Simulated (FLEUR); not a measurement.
# free Ni(001) film, 1 layer: which magnetic order is lowest

Wanted: the moments of free Ni(001) film, 1 layer and the energy of each order that was tried.

Program: FLEUR MaX-R8.1. Level of theory: PBEsol; all-electron FLAPW film, Dirac cores, scalar-relativistic bands. Results are calculated unless marked as measured.

Report form: the programs' logs are mostly left out.

### Step 1. Starting point

The cell holds 1 atom: 1 Ni. Cell: a = 2.492 Å, b = 2.492 Å, c = 14.000 Å, α = 90.0°, β = 90.0°, γ = 90.0°. Layers at typed spacings, unrelaxed. Vacuum lies along c.

As a file:

```
Ni
1.0
     2.49170    0.00000    0.00000
     0.00000    2.49170    0.00000
     0.00000    0.00000   14.00000
Ni
1
Direct
  0.00000 0.00000 0.50000
```

It is built of layers of Ni (space group 225).

### Step 2. Start 1: ferro +

The parallel start comes first: it shows whether parallel moments hold.

inpgen writes inp.xml from crystal.txt; cutoffs, mixing, functional, smearing and local orbitals are then set in the file. The k list default-1 (kpts.xml, not shown) is a Γ-centred 16×16×1 mesh; where the ranks do not divide the number of points, some are split in two of half the weight.

inp.xml

```
<?xml version="1.0" encoding="UTF-8" standalone="no"?>
<fleurInput fleurInputVersion="0.39">
   <comment>
      Ni
   </comment>
   <calculationSetup>
      <cutoffs Kmax="3.66" Gmax="11.0" GmaxXC="11.0" numbands="0"/>
      <scfLoop itmax="120" minDistance="0.00002" maxIterBroyd="15" imix="Anderson" alpha="0.03" precondParam="0.0" spinf="2.0" sdNocoIR="T"/>
      <coreElectrons ctail="T" frcor="F" kcrel="1" coretail_lmax="0"/>
      <xcFunctional name="PBEs" relativisticCorrections="F"/>
      <magnetism jspins="2"/>
      <soc l_soc="F" theta="0.0" phi="0.0" spav="F"/>
      <expertModes spex="0" secvar="F"/>
      <geometryOptimization l_f="F" forcealpha="1.0" forcemix="BFGS" epsdisp="0.00001" epsforce="0.00001"/>
      <ldaU l_linMix="F" mixParam="0.05" spinf="1.0"/>
   </calculationSetup>
   <cell>
      <bzIntegration valenceElectrons="18.0" mode="hist" fermiSmearingEnergy="0.00183747">
         <kPointListSelection listName="default-1"/>
         <xi:include xmlns:xi="http://www.w3.org/2001/XInclude" href="kpts.xml"> </xi:include>
      </bzIntegration>
      <xi:include xmlns:xi="http://www.w3.org/2001/XInclude" href="sym.xml"> </xi:include>
      <filmLattice scale="1.0" dVac="5.28" dTilda="7.78">
         <bravaisMatrixFilm>
            <row-1>    4.7086305846658192     0.0000000000000000</row-1>
            <row-2>    0.0000000000000000     4.7086305846658192</row-2>
         </bravaisMatrixFilm>
         <vacuumEnergyParameters vacuum="1" spinUp="-.25" spinDown="-.25"/>
      </filmLattice>
   </cell>
   <atomSpecies>
      <species name="Nickel (Ni1.000" element="Ni" atomicNumber="28">
         <mtSphere radius="2.24" gridPoints="741" logIncrement="0.016"/>
         <atomicCutoffs lmax="8" lnonsphr="6"/>
         <electronConfig flipSpins="F">
            <coreConfig>(1s1/2) (2s1/2) (2p1/2) (2p3/2)</coreConfig>
            <valenceConfig>(3s1/2) (3p1/2) (3p3/2) (4s1/2) (3d3/2) (3d5/2)</valenceConfig>
            <stateOccupation state="(3d3/2)" spinUp="1.6" spinDown="1.6"/>
            <stateOccupation state="(3d5/2)" spinUp="2.9" spinDown="1.9"/>
         </electronConfig>
         <energyParameters s="4" p="4" d="3" f="4"/>
         <lo type="SCLO" l="0" n="3" eDeriv="0"/>
         <lo type="SCLO" l="1" n="3" eDeriv="0"/>
      </species>
   </atomSpecies>
   <atomGroups>
      <atomGroup species="Nickel (Ni1.000">
         <filmPos label="                   1">.0000000000 .0000000000 .0000000000</filmPos>
         <force calculate="T" relaxXYZ="TTT"/>
      </atomGroup>
   </atomGroups>
   <output dos="F" band="F" slice="F">
      <bandDOS minEnergy="-.5*Htr" maxEnergy="0.5*Htr" sigma="0.015" storeEVData="T"/>
      <plotting iplot="0" polar="F">
         <plot TwoD="T" vec1="  1.0  0.0  0.0" vec2="  0.0  1.0  0.0" vec3="  0.0  0.0  1.0" zero="  0.0  0.0 -0.5" file="plot"/>
      </plotting>
      <moessbauerParams electricFieldGradient="F" isomerShift="T" coreHyperfine="T" valenceHyperfine="T"/>
   </output>
</fleurInput>
```

crystal.txt

```
Ni
&input film=T cartesian=F /
2.49170000000  0.00000000000  0.00000000000
0.00000000000  2.49170000000  0.00000000000
0.00000000000  0.00000000000  1.00000000000
1.8897261246
1.0 1.0 1.0

1
28 0.00000000000  0.00000000000  0.00000000000 : 1.000

&kpt div1=16 div2=16 div3=1 gamma=T /
```

On the command line:

```sh
OMP_NUM_THREADS=1 inpgen -f crystal.txt > inpgen.log  # inp.xml is then edited as shown
OMP_NUM_THREADS=1 mpirun -n 4 fleur_MPI > fleur.log
```

Wall time 27 s (4 MPI ranks of Arm Neoverse N1, shared host); peak memory 0.19 GiB; 1.8 min of CPU time.

Numbers from this step:

```yaml
free_energy: -41347.0408 eV
program_s_band_gap_on_this_mesh_in_a_metal_only_a_level_spacing: 1.79e-4 eV
magnetization: 0.9587 μB
final_state: ferromagnetic
largest_moment: 0.9999 μB
```

After 26 cycles the largest moment stands at 1.000 μB.

### Step 3. Run 2 (antiferro q=(1/2,1/2,0) +-)

Another pattern of signs weighs the neighbour shells otherwise.

The cell is doubled to 2 atoms to hold this order. The mesh is halved along the doubled vector, so that both cells sample the same points. The k list default-1 (kpts.xml, not shown) is a Γ-centred 8×16×1 mesh.

Edit inp.xml of step 2 so:

```diff
@@ -17,3 +17,3 @@
    <cell>
-      <bzIntegration valenceElectrons="18.0" mode="hist" fermiSmearingEnergy="0.00183747">
+      <bzIntegration valenceElectrons="36.0" mode="hist" fermiSmearingEnergy="0.00183747">
          <kPointListSelection listName="default-1"/>
@@ -24,4 +24,4 @@
          <bravaisMatrixFilm>
-            <row-1>    4.7086305846658192     0.0000000000000000</row-1>
-            <row-2>    0.0000000000000000     4.7086305846658192</row-2>
+            <row-1>    9.4172611693316384     0.0000000000000000</row-1>
+            <row-2>    4.7086305846658192     4.7086305846658192</row-2>
          </bravaisMatrixFilm>
@@ -44,2 +44,15 @@
       </species>
+      <species name="Nickel (Ni-1.000" element="Ni" atomicNumber="28">
+         <mtSphere radius="2.24" gridPoints="741" logIncrement="0.016"/>
+         <atomicCutoffs lmax="8" lnonsphr="6"/>
+         <electronConfig flipSpins="F">
+            <coreConfig>(1s1/2) (2s1/2) (2p1/2) (2p3/2)</coreConfig>
+            <valenceConfig>(3s1/2) (3p1/2) (3p3/2) (4s1/2) (3d3/2) (3d5/2)</valenceConfig>
+            <stateOccupation state="(3d3/2)" spinUp="1.6" spinDown="1.6"/>
+            <stateOccupation state="(3d5/2)" spinUp="1.9" spinDown="2.9"/>
+         </electronConfig>
+         <energyParameters s="4" p="4" d="3" f="4"/>
+         <lo type="SCLO" l="0" n="3" eDeriv="0"/>
+         <lo type="SCLO" l="1" n="3" eDeriv="0"/>
+      </species>
    </atomSpecies>
@@ -48,2 +61,6 @@
          <filmPos label="                   1">.0000000000 .0000000000 .0000000000</filmPos>
+         <force calculate="T" relaxXYZ="TTT"/>
+      </atomGroup>
+      <atomGroup species="Nickel (Ni-1.000">
+         <filmPos label="                   2">1.000/2.000 .0000000000 .0000000000</filmPos>
          <force calculate="T" relaxXYZ="TTT"/>
```

crystal.txt

```
Ni
&input film=T cartesian=F /
4.98340000000  0.00000000000  0.00000000000
2.49170000000  2.49170000000  0.00000000000
0.00000000000  0.00000000000  1.00000000000
1.8897261246
1.0 1.0 1.0

2
28 0.00000000000  0.00000000000  0.00000000000 : 1.000
28 0.50000000000  0.00000000000  0.00000000000 : -1.000

&kpt div1=8 div2=16 div3=1 gamma=T /
```

It took 3 min on 4 MPI ranks; peak memory 0.32 GiB; 12 min of CPU time.

This step gave:

```
free energy                                                       : -82693.8014 eV
program's band gap on this mesh (in a metal only a level spacing) : 9.43e-8 eV
final state                                                       : non-magnetic
```

It lies 140 meV a seeded atom over the first start.

### Step 4. Start 3: no spin polarisation

Without spin polarisation no moment can form, so the difference from the other runs is what forming moments gains.

The k list default-1 (kpts.xml, not shown) is a Γ-centred 16×16×1 mesh.

inp.xml

```
<?xml version="1.0" encoding="UTF-8" standalone="no"?>
<fleurInput fleurInputVersion="0.39">
   <comment>
      Ni
   </comment>
   <calculationSetup>
      <cutoffs Kmax="3.66" Gmax="11.0" GmaxXC="11.0" numbands="0"/>
      <scfLoop itmax="120" minDistance="0.00002" maxIterBroyd="15" imix="Anderson" alpha="0.03" precondParam="0.0" spinf="2.0" sdNocoIR="T"/>
      <coreElectrons ctail="T" frcor="F" kcrel="1" coretail_lmax="0"/>
      <xcFunctional name="PBEs" relativisticCorrections="F"/>
      <magnetism jspins="1"/>
      <soc l_soc="F" theta="0.0" phi="0.0" spav="F"/>
      <expertModes spex="0" secvar="F"/>
      <geometryOptimization l_f="F" forcealpha="1.0" forcemix="BFGS" epsdisp="0.00001" epsforce="0.00001"/>
      <ldaU l_linMix="F" mixParam="0.05" spinf="1.0"/>
   </calculationSetup>
   <cell>
      <bzIntegration valenceElectrons="18.0" mode="hist" fermiSmearingEnergy="0.00183747">
         <kPointListSelection listName="default-1"/>
         <xi:include xmlns:xi="http://www.w3.org/2001/XInclude" href="kpts.xml"> </xi:include>
      </bzIntegration>
      <xi:include xmlns:xi="http://www.w3.org/2001/XInclude" href="sym.xml"> </xi:include>
      <filmLattice scale="1.0" dVac="5.28" dTilda="7.78">
         <bravaisMatrixFilm>
            <row-1>    4.7086305846658192     0.0000000000000000</row-1>
            <row-2>    0.0000000000000000     4.7086305846658192</row-2>
         </bravaisMatrixFilm>
         <vacuumEnergyParameters vacuum="1" spinUp="-.25" spinDown="-.25"/>
      </filmLattice>
   </cell>
   <atomSpecies>
      <species name="Nickel (Ni)" element="Ni" atomicNumber="28">
         <mtSphere radius="2.24" gridPoints="741" logIncrement="0.016"/>
         <atomicCutoffs lmax="8" lnonsphr="6"/>
         <electronConfig flipSpins="F">
            <coreConfig>(1s1/2) (2s1/2) (2p1/2) (2p3/2)</coreConfig>
            <valenceConfig>(3s1/2) (3p1/2) (3p3/2) (4s1/2) (3d3/2) (3d5/2)</valenceConfig>
            <stateOccupation state="(3d3/2)" spinUp="1.600000" spinDown="1.600000"/>
            <stateOccupation state="(3d5/2)" spinUp="2.400000" spinDown="2.400000"/>
         </electronConfig>
         <energyParameters s="4" p="4" d="3" f="4"/>
         <lo type="SCLO" l="0" n="3" eDeriv="0"/>
         <lo type="SCLO" l="1" n="3" eDeriv="0"/>
      </species>
   </atomSpecies>
   <atomGroups>
      <atomGroup species="Nickel (Ni)">
         <filmPos label="                   1">.0000000000 .0000000000 .0000000000</filmPos>
         <force calculate="T" relaxXYZ="TTT"/>
      </atomGroup>
   </atomGroups>
   <output dos="F" band="F" slice="F">
      <bandDOS minEnergy="-.5*Htr" maxEnergy="0.5*Htr" sigma="0.015" storeEVData="T"/>
      <plotting iplot="0" polar="F">
         <plot TwoD="T" vec1="  1.0  0.0  0.0" vec2="  0.0  1.0  0.0" vec3="  0.0  0.0  1.0" zero="  0.0  0.0 -0.5" file="plot"/>
      </plotting>
      <moessbauerParams electricFieldGradient="F" isomerShift="T" coreHyperfine="T" valenceHyperfine="T"/>
   </output>
</fleurInput>
```

crystal.txt

```
Ni
&input film=T cartesian=F /
2.49170000000  0.00000000000  0.00000000000
0.00000000000  2.49170000000  0.00000000000
0.00000000000  0.00000000000  1.00000000000
1.8897261246
1.0 1.0 1.0

1
28 0.00000000000  0.00000000000  0.00000000000

&kpt div1=16 div2=16 div3=1 gamma=T /
```

Run time: 15 s. Hardware: 4 MPI ranks; peak memory 0.17 GiB.

Read from the output:

```
free energy                                                       : -41346.9007 eV
program's band gap on this mesh (in a metal only a level spacing) : 4.38e-4 eV
final state                                                       : non-magnetic (no spin polarisation)
```

It lies 140 meV a seeded atom over the first start.

### Step 5. The states side by side

Free energies are divided by the number of seeded atoms, so that cells of unlike size compare. Wavevectors q in the names are fractions of the primitive cell's reciprocal vectors.

Orders:

```csv
start,final state,typed order kept,energy over the lowest (meV a seeded atom),largest sphere moment (μB),net moment (μB a primitive cell),mesh matched,CPU time (s)
ferro +,ferromagnetic,yes,0,0.9999,0.9587,yes,107.6
"antiferro q=(1/2,1/2,0) +-",non-magnetic,no,140.1,0,0,yes,712.8
no spin polarisation,non-magnetic,-,140.1,0,0,yes,59.19
```

### Step 6. Spin–orbit coupling, moments along z

Spin–orbit coupling ties the spins to the lattice and lets orbital moments form.

A new self-consistent run of the start ferro +, with the moments along z.

Edit inp.xml of step 2 so:

```diff
@@ -6,3 +6,3 @@
    <calculationSetup>
-      <cutoffs Kmax="3.66" Gmax="11.0" GmaxXC="11.0" numbands="0"/>
+      <cutoffs Kmax="3.66" Gmax="11.0" GmaxXC="11.0" numbands="38"/>
       <scfLoop itmax="120" minDistance="0.00002" maxIterBroyd="15" imix="Anderson" alpha="0.03" precondParam="0.0" spinf="2.0" sdNocoIR="T"/>
@@ -11,3 +11,3 @@
       <magnetism jspins="2"/>
-      <soc l_soc="F" theta="0.0" phi="0.0" spav="F"/>
+      <soc l_soc="T" theta="0.0" phi="0.0" spav="F"/>
       <expertModes spex="0" secvar="F"/>
```

Edit crystal.txt of step 2 so:

```diff
@@ -11,2 +11,3 @@
 
+&soc 0.0000000 0.0000000 /
 &kpt div1=16 div2=16 div3=1 gamma=T /
```

The job ended after 38 s (4 MPI ranks; peak memory 0.24 GiB; 2.5 min of CPU time).

This step gave:

```
free energy                                                       : -41347.0648 eV
program's band gap on this mesh (in a metal only a level spacing) : 0.001301 eV
magnetization                                                     : 0.9533 μB
final state                                                       : ferromagnetic
largest moment                                                    : 0.9938 μB
orbital moment along the spin                                     : 0.1119 μB
```

Orbital moment in the sphere, along the spin axis by atom:

```
atom  orbital moment in the sphere, along the spin axis (μB)
 Ni1                                                   0.112
```

Fields along z, the direction of positive moments; semicore shells count as valence. Hyperfine fields at the nuclei:

| atom | core contact (T) | valence contact (T) | dipolar (T) | orbital (T) | sum (T) | density at the nucleus (e/bohr³) |
| --- | --- | --- | --- | --- | --- | --- |
| Ni1 | -29.68 | 23.03 | -2.772 | 9.695 | 0.2704 | 19650 |

### Step 7. What came out

- lowest state found: ferromagnetic (typed ferro +)
- largest site spin moment: 1.000 μB
- next finished state: non-magnetic, 140 meV a seeded atom higher
- energy gained by spin polarisation: 140 meV a seeded atom
- hyperfine field at Ni1, along its moment: 0.270 T
- orbital moment on the atom of largest spin, along its spin (spin–orbit run): 0.112 μB

What this shows: The lowest state found is ferromagnetic, reached from the start ferro +, with moments up to 1.000 μB. 1 start left the typed pattern (a sign turned, or a seeded moment died or shrank under 0.15 μB), so such an energy belongs to the state reached, not the one typed. At Ni1 the core shells give -29.7 T and the valence and semicore s states 23.0 T along the moment, -6.69 T per μB together; orbital and dipolar parts add 6.9 T. Semilocal functionals tend to give too weak a core polarisation. The orbital moment is parallel to the spin, as Hund's third rule has it for a shell over half filled. Only 3 starts were tried; other patterns of signs, canted and longer-period orders were not.

[Logs and program files are shortened in this print: banners, set-up blocks, solver, clock and traceback lines can be left out without a mark of their own.]

[Logs are printed without paths, hosts, clocks, repeated set-up lines and the standing remarks that a program may print on its own settings, such as how far it seeks lower states.]

[Hosts, paths, dates, database ids (printed as entryN), source tags and the programs' standing remarks are cut or masked in the printed files.]

[Where a cell is said to come from a database of computed structures, the database is the Materials Project.]
